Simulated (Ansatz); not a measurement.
In doubt: masses and optical values from hybrid runs of this build are listed as unsure, which bears on the screening that GW takes from such a start.

Rows from a G0W0 calculation on SiO2 (P4_32_12) (Ansatz 0.2.0; G0W0 on HSE06, plane waves, PAW; PAW set soft_1; 4×4×2 mesh, 357 empty bands, screening to 100 eV, PAW set soft_1 files), in eV. Spin-orbit coupling is left out.

```tsv
row	k	band	start	Σx	Σc at the solution	Vxc
A	Γ	c2	11.619	-5.932	-3.543	-10.640
B	Γ	c1	8.414	-7.322	-3.130	-11.437
C	Γ	v4	-0.004	-26.565	3.824	-21.886
D	Γ	c4	12.287	-5.714	-3.553	-10.463
E	Γ	v1	0.864	-26.822	3.819	-22.222
F	Γ	v2	0.370	-26.839	3.849	-22.174
```

Q: Give the quasiparticle energies and the shift of each level.

The quasiparticle equation reads E = start + Σx + Σc(E) − Vxc.

```tsv
row	E (eV)	shift (eV)
A	12.784	+1.165
B	9.399	+0.985
C	-0.859	−0.855
D	13.483	+1.196
E	0.084	−0.780
F	-0.446	−0.816
```

The gap over the computed points goes from 7.55 eV to 9.31 eV.

Limits: not at the basis limit; coarse k mesh.

[Paths, hosts, dates, memory and timing lines, banners, echoed tables and standing remarks are left out of the program output.]

[Logs are printed without paths, hosts, clocks, repeated set-up lines and the standing remarks that a program may print on its own settings, such as how far it seeks lower states.]

[Runs of the session that timed out or met a known fault of the program may be left out.]

[Cells called generated may have been cut or substituted from an entry of the Crystallography Open Database or the Materials Project.]

[Hosts, paths, dates, database ids (printed as entryN), source tags and the programs' standing remarks are cut or masked in the printed files.]
